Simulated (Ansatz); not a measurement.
# vanadium_Si in SiC (P6_3mc): charge-transition levels and formation energies

Charge states of vanadium_Si in SiC (P6_3mc), set against the band edges. Model: a cell of 108 host atoms with 1 Si taken out and 1 V put in.

Calculated with Ansatz 0.2.0; place-levels on r2SCAN runs: charge-transition levels and formation energies with image-charge correction and potential alignment at the atomic sites; PAW set soft_1.

**What experiment says.**

For SiC, 6H (bulk crystal, literature), “Charge spill-out and work function of few-layer graphene on SiC(0001)” (2018, arxiv:1806.04908) quotes earlier work: band gap (indirect gap, experimental literature value) 3.03 eV [Literature value cited in passing in the theory part; temperature and measurement method …].

Report form: the programs' logs are mostly left out.

## Step 1: The structure

The cell holds 108 atoms: 53 Si, 54 C and 1 V. Its edges and angles: a = 9.236 Å, b = 9.236 Å, c = 15.108 Å, α = 90.0°, β = 90.0°, γ = 120.0°. It derives from SiC (space group P6_3mc). Nearest the centre at fractional (0.667, 0.667, 0.500): V101 at 0.00 Å, C71 at 1.89 Å, C107 at 1.89 Å, C59 at 1.89 Å, C104 at 1.89 Å, Si77 at 3.08 Å, Si53 at 3.08 Å, Si5 at 3.08 Å.

Known beforehand: the electronic dielectric constant, (7.09, 7.09, 7.35), and the static one, (10.43, 10.43, 10.95), computed on the host (DFPT, PBEsol, on the r2SCAN cell), and a cell off the functional's own equilibrium shifts the ionic part.

The cell's shortest repeat is 9.2 Å.

## Step 2: The runs of each charge state

Levels follow from differences of total energies between charge states, each relaxed by itself.

Random displacements of about 0.05 Å break the site symmetry at the start, so that the relaxation can reach a distorted minimum if there is one. Forces are taken at one point at (¼, ¼, ¼). The cell holds 1 electron more than the neutral one, with a uniform background that keeps it neutral on the whole.

The sampling was tested on the host first: at the k-points planned (1x1x1 shifted 0.25 0.25 0.25) its energy lies -0.041 eV an atom from the dense-mesh value, a large miss, so this sampling is coarse for the host.

One state's input; the others differ in charge, spin, start and seed, and in occupations where the table says so.

Input file qm1.relax/input.yaml:

```yaml
crystal:
  lattice:
    - [9.23599493, 0.0, 0.0]
    - [-4.61799746, 7.99860624, 0.0]
    - [0.0, 0.0, 15.1078644]
  atoms:
    - { symbol: Si, position: [0.11111111, 0.22222222, 0.8329854] }
    - { symbol: Si, position: [0.22222222, 0.11111111, 0.3329854] }
[... 2 atom lines left out ...]
    - { symbol: Si, position: [0.0, 0.0, 0.49972248] }
[... 17 atom lines left out ...]
    - { symbol: C, position: [0.22222222, 0.44444444, 0.54152848] }
[... 5 atom lines left out ...]
    - { symbol: Si, position: [0.0, 0.66666667, 0.49972248] }
[... 20 atom lines left out ...]
    - { symbol: Si, position: [0.55555556, 0.44444444, 0.3329854] }
    - { symbol: Si, position: [0.55555556, 0.44444444, 0.66650102] }
[... 1 atom line left out ...]
    - { symbol: Si, position: [0.33333333, 0.33333333, 0.49972248] }
[... 5 atom lines left out ...]
    - { symbol: C, position: [0.55555556, 0.44444444, 0.54152848] }
[... 2 atom lines left out ...]
    - { symbol: Si, position: [0.55555556, 0.77777778, 0.3329854] }
    - { symbol: Si, position: [0.55555556, 0.77777778, 0.66650102] }
[... 1 atom line left out ...]
    - { symbol: Si, position: [0.33333333, 0.66666667, 0.49972248] }
[... 5 atom lines left out ...]
    - { symbol: C, position: [0.55555556, 0.77777778, 0.54152848] }
[... 5 atom lines left out ...]
    - { symbol: Si, position: [0.66666667, 0.0, 0.49972248] }
[... 5 atom lines left out ...]
    - { symbol: C, position: [0.88888889, 0.11111111, 0.54152848] }
[... 5 atom lines left out ...]
    - { symbol: Si, position: [0.66666667, 0.33333333, 0.49972248] }
[... 5 atom lines left out ...]
    - { symbol: C, position: [0.88888889, 0.44444444, 0.54152848] }
[... 2 atom lines left out ...]
    - { symbol: Si, position: [0.88888889, 0.77777778, 0.3329854] }
    - { symbol: Si, position: [0.88888889, 0.77777778, 0.66650102] }
[... 1 atom line left out ...]
    - { symbol: V, position: [0.66666667, 0.66666667, 0.49972248] }
[... 2 atom lines left out ...]
    - { symbol: C, position: [0.66666667, 0.66666667, 0.37436694] }
[... 2 atom lines left out ...]
    - { symbol: C, position: [0.88888889, 0.77777778, 0.54152848] }
    - { symbol: C, position: [0.77777778, 0.88888889, 0.04152848] }
  host:
    repeats: [3, 3, 1]
    atoms:
      - { symbol: Si, position: [0.33333333, 0.66666667, 0.8329854] }
      - { symbol: Si, position: [0.66666667, 0.33333333, 0.3329854] }
      # ... 10 more atoms of the perfect host
total_charge: -1
basis:
  ecutwfc: 500
  xc_grid: 2
hamiltonian:
  xc: r2scan
  pseudopotentials: { kind: paw, azcp: { folder: soft_1 } }
kpoints:
  mp_grid: { grid: [1, 1, 1], shift: [0.25, 0.25, 0.25] }
scf:
  occupations: { method: fixed }
  max_iter: 60
output:
  forces: true
  charged_corrections:
    epsilon: [7.09, 7.09, 7.35]
    static_epsilon: [10.43, 10.43, 10.95]
    defect_position: [0.666667, 0.666667, 0.499722]
relax:
  f_tol: 0.02
  max_steps: 80
  random_displacement: { amplitude: 0.05, seed: 4590 }
checkpoint:
  write: "../qm1.relax.run"
  compress: false
  write_wavefunctions: true
  write_every: 100000
```

Command:

```console
> ansatz run input.yaml --threads 4 --pin off --max-ram 15073MiB --backend cpu --events-out ev --progress --plain --runs-dir out
```

Defect states can disperse in a cell of this size, so the energy is taken again at a 2×2×2 shifted mesh, on the relaxed structure.

The run of this state that the levels use, under r2SCAN:

Input file qm1.point/input.yaml:

```yaml
crystal:
  checkpoint: "../qm1.relax.run"
  host: checkpoint
total_charge: -1
basis:
  ecutwfc: 500
  xc_grid: 2
hamiltonian:
  xc: r2scan
  pseudopotentials: { kind: paw, azcp: { folder: soft_1 } }
kpoints:
  mp_grid: { grid: [2, 2, 2], shift: [0.5, 0.5, 0.5] }
scf:
  occupations: { method: fermi_dirac, width: 0.01 }
  max_iter: 60
output:
  forces: true
  eigenvalues: true
  charged_corrections:
    epsilon: [7.09, 7.09, 7.35]
    static_epsilon: [10.43, 10.43, 10.95]
    defect_position: [0.666667, 0.666667, 0.499722]
  eigenstates: { localisation: true }
  populations: true
  band_densities: [{ bands: [v1, v1] }, { bands: [c1, c1] }]
  write_density: true
  write_potential: true
  volumetric_format: npy
checkpoint:
  read: "../qm1.relax.run"
  write: "../qm1.point.run"
  compress: false
  write_wavefunctions: false
  write_every: 100000
```

Relaxations under r2SCAN at one point at (¼, ¼, ¼); times on 4 threads of Arm Neoverse V1, shared host:

| charge | moment (μB) | occupations | outcome | steps | largest displacement against the far atoms (Å) | time |
| --- | --- | --- | --- | --- | --- | --- |
| −1 | 0 | fixed | converged | 7 | 0.12 | 6.6 min |
| 0 | 1 | fixed | converged | 5 | 0.09 | 7.7 min |
| +1 | 0 | fixed | converged | 5 | 0.05 | 3.3 min |
| −1 | 2 | fixed | converged | 5 | 0.14 | 6.8 min |

Single points under r2SCAN at a 2×2×2 shifted mesh; times on 4 threads of Arm Neoverse V1, shared host:

| charge | moment (μB) | occupations | outcome | time |
| --- | --- | --- | --- | --- |
| −1 | 0 | fermi-dirac | converged | 4.9 min |
| 0 | 1 | fermi-dirac | converged | 8.5 min |
| +1 | 0 | fermi-dirac | converged | 3.8 min |
| −1 | 2 | fermi-dirac | converged | 8.4 min |

Distances (Å) from V101 to the nearest atoms after relaxation with r2SCAN:

| charge | moment (μB) | 1. | 2. | 3. | 4. | 5. | 6. |
| --- | --- | --- | --- | --- | --- | --- | --- |
| −1 | 0 | C 1.97 | C 1.97 | C 1.98 | C 1.99 | Si 3.06 | Si 3.06 |
| −1 | 2 | C 2.00 | C 2.01 | C 2.01 | C 2.01 | Si 3.07 | Si 3.07 |
| 0 | 1 | C 1.95 | C 1.96 | C 1.97 | C 1.97 | Si 3.08 | Si 3.08 |
| +1 | 0 | C 1.90 | C 1.92 | C 1.92 | C 1.92 | Si 3.09 | Si 3.09 |

## Step 3: Placing the levels, r2SCAN

A charged cell interacts with its images and the background, and its potential has another zero than the host's. place-levels removes the first by a point-charge model, screened by the static dielectric constant since the ions have relaxed around the charge, and the second by comparing potentials at atoms far from the defect.

The host is a run of the defect-free crystal in the same cutoffs, grids and k-points, so that basis and sampling errors cancel in part in the differences. The host is run in a cell of 12 atoms on a matching mesh. Its band edges are searched through the zone by a band path, so the gap is smaller than, or equal to, that on the mesh. Chemical potentials are energies per atom of Si (diamond) and V (bcc), run with the same functional and cutoff.

Input file levels.point.yaml:

```yaml
host:
  run: host.point.run
states: [qm1.point.run, q0_M1.point.run, qp1.point.run, qm1_M2.point.run]
geometry_from:
  qm1.point.run: qm1.relax.run
  q0_M1.point.run: q0_M1.relax.run
  qp1.point.run: qp1.relax.run
  qm1_M2.point.run: qm1_M2.relax.run
  host.point.run: host.relax.run
chemical_potentials:
  Si:
    energy: -639.06578
    dataset: <sha256 of the dataset>
  V:
    energy: -2917.049412
    dataset: "<sha256 of the dataset>"
epsilon: [7.09, 7.09, 7.35]
static_epsilon: [10.43, 10.43, 10.95]
vertical:
  - { from: qm1.point.run, to: qm1.point_neutral.run }
  - { from: qp1.point.run, to: qp1.point_neutral.run }
  - { from: qm1_M2.point.run, to: qm1_M2.point_neutral.run }
```

Command:

```console
> ansatz place-levels levels.point.yaml -- --threads 4 --pin off --max-ram 15073MiB
```

Elapsed: 0.64 s, on 4 threads of Arm Neoverse V1, shared host.

Levels between the charges placed, in eV above the valence top:

|  | gap (eV) | (+1/0) | (0/−1) |
| --- | --- | --- | --- |
| r2SCAN | 2.37 | 1.04 | 1.79 |

Corrections by state:

| charge | moment (μB) | image terms and alignment (eV) | band filling (eV) | ε used | over the lowest of its charge, as the program ranks them, band filling apart (eV) |
| --- | --- | --- | --- | --- | --- |
| +1 | 0.0 | 0.229 | - | principal values (10.43, 10.43, 10.95) | 0.000 |
| 0 | 1.0 | 0.000 | - | - | 0.000 |
| −1 | 2.0 | 0.084 | - | principal values (10.43, 10.43, 10.95) | 0.000 |
| −1 | 0.0 | 0.068 | - | principal values (10.43, 10.43, 10.95) | 1.061 |

The charged structures listed were also run neutral, and place-levels reads from each pair, by the potential or the spins, how wide the charge is by which they differ; that can be the carrier of either run.

| charge | rms radius (Å) | spread where it is widest against the cell (Å) | wide from (Å) | reading |
| --- | --- | --- | --- | --- |
| +1 | 1.9 | 1.17 | 1.39 | narrow |
| −1 | 1.7 | 1.03 | 1.39 | narrow |

The neutral runs of these pairs need not share the spin of the lowest neutral state, and very wide values only mean spread over the cell.

From the program's caveats on the states, each cut to its opening words:

- charge 0 (1 μB), −1 (2 μB): flagged: stability check not made
- charge −1: the host's ions (past the first shell or, of a walk that freed a part, those that it held) aren't shown at rest: they stand up to 0.023 Å off their sites, 0.29 [...]
- charge −1: its sublattices stand up to 0.0103 Å off the host's, which by the two runs' forces adds about +0.01 eV to its energy against the host's, and moves the band [...]

The host's formation energy from the elements is -0.356 eV per atom; it sets how far the chemical potentials can move.

Limit set by the element alone; other compounds of these elements are not counted. Chemical potentials from the elements' reference states: C 0.00 eV, Si -0.71 eV, V 0.00 eV. Formation energies (C-rich), with the Fermi level at the valence top and at the conduction bottom (gap 2.37 eV):

| charge | at valence top (eV) | at conduction bottom (eV) | correction included (eV) |
| --- | --- | --- | --- |
| +1 | 0.39 | 2.75 | 0.23 |
| 0 | 1.42 | 1.42 | 0.00 |
| −1 | 3.22 | 0.85 | 0.08 |

| Fermi level (eV) | lowest formation energy (eV) |
| --- | --- |
| 0.00 | 0.39 |
| 0.22 | 0.60 |
| 0.43 | 0.82 |
| 0.65 | 1.03 |
| 0.86 | 1.25 |
| 1.08 | 1.42 |
| 1.29 | 1.42 |
| 1.51 | 1.42 |
| 1.72 | 1.42 |
| 1.94 | 1.28 |
| 2.15 | 1.06 |
| 2.37 | 0.85 |

Limit set by the element alone; other compounds of these elements are not counted. Chemical potentials from the elements' reference states: Si 0.00 eV, C -0.71 eV, V 0.00 eV. Formation energy by charge state (Si-rich; gap 2.37 eV):

| charge | at valence top (eV) | at conduction bottom (eV) | correction included (eV) |
| --- | --- | --- | --- |
| +1 | 1.10 | 3.47 | 0.23 |
| 0 | 2.14 | 2.14 | 0.00 |
| −1 | 3.93 | 1.56 | 0.08 |

| Fermi level (eV) | lowest formation energy (eV) |
| --- | --- |
| 0.00 | 1.10 |
| 0.22 | 1.31 |
| 0.43 | 1.53 |
| 0.65 | 1.74 |
| 0.86 | 1.96 |
| 1.08 | 2.14 |
| 1.29 | 2.14 |
| 1.51 | 2.14 |
| 1.72 | 2.14 |
| 1.94 | 1.99 |
| 2.15 | 1.78 |
| 2.37 | 1.56 |

## Step 4: The same at the relaxations' own k-points

The relaxations' own energies give the levels at their sampling, for comparison.

Input file levels.relax_mesh.yaml:

```yaml
host:
  run: host.relax.run
states: [qm1.relax.run, q0_M1.relax.run, qp1.relax.run, qm1_M2.relax.run]
chemical_potentials:
  Si:
    energy: -639.06578
    dataset: <sha256 of the dataset>
  V:
    energy: -2917.049412
    dataset: "<sha256 of the dataset>"
```

Command:

```console
> ansatz place-levels levels.relax_mesh.yaml -- --threads 4 --pin off --max-ram 15073MiB
```

The job ended after 0.18 s (4 threads).

Levels between neighbouring charges, in eV above the valence top:

|  | gap (eV) | (+1/0) | (0/−1) |
| --- | --- | --- | --- |
| one point at (¼, ¼, ¼) | 2.38 | 1.00 | 1.86 |
| a 2×2×2 shifted mesh | 2.37 | 1.04 | 1.79 |

Going from one point at (¼, ¼, ¼) to a 2×2×2 shifted mesh moves the levels that carry no band-filling term by up to 0.07 eV and formation energies against the elements by up to 0.33 eV.

## Step 5: Outcome

```yaml
gap_of_the_host: 2.37 eV (r2SCAN)
level_plus_1_over_0: 1.04 eV above the valence top
level_0_minus_1: 1.79 eV above the valence top
lowest_of_the_charges_placed_just_above_the_valence_top_0p02_ev: +1
lowest_of_the_charges_placed_just_below_the_conduction_bottom_0p02_ev: −1
lowest_formation_energy_at_mid_gap_of_the_charges_run_c_rich: 1.42 eV
lowest_formation_energy_at_mid_gap_of_the_charges_run_si_rich: 2.14 eV
```

What this shows: Of the charges placed (−1, 0 and +1), the lowest changes at 1.04 eV (+1/0) and 1.79 eV (0/−1) above the valence top, in a gap of 2.37 eV. Charges above +1 and below −1 were not placed, so these runs say nothing of levels that involve them. States placed: +1 at 0 μB; 0 at 1 μB; −1 at 2 μB and 0 μB. Other spin states or structures, where not listed, weren't placed. V is taken at its element; compounds, which aren't counted here, bound the chemical potentials and would shift these formation energies. Going from one point at (¼, ¼, ¼) to a 2×2×2 shifted mesh moves the levels that carry no band-filling term by up to 0.07 eV and formation energies against the elements by up to 0.33 eV. Keep in mind: r2SCAN makes the gap too small and tends to spread out bound carriers; force components of up to 0.31 eV/Å remain in a run at the final settings.

Comparison with the measured values:

```
                             quantity  measured           r2SCAN
band gap (least gap of the host) (eV)      3.03  2.37 (-0.66 eV)
```

Measured values from arxiv:1806.04908 (2018).

**Verdict.** The band gap is off by -0.66 eV: a clear miss. Local and semilocal functionals usually give gaps below the measured ones. Zero-point and thermal motion shift the measured gap.

[Logs are printed without paths, hosts, clocks, repeated set-up lines and the standing remarks that a program may print on its own settings, such as how far it seeks lower states.]

[Hosts, paths, dates, database ids (printed as entryN), source tags and the programs' standing remarks are cut or masked in the printed files.]

[Where a table of states has a column of steps, it counts the stored structures, which are thinned; the runs took as many ionic steps or more.]

[A defect's name tells the site on which it was built; relaxed atoms can leave that site.]

[For some hosts the program warned that the k-mesh of the response run may be too coarse for force constants and the static dielectric constant; such warnings are not shown here.]
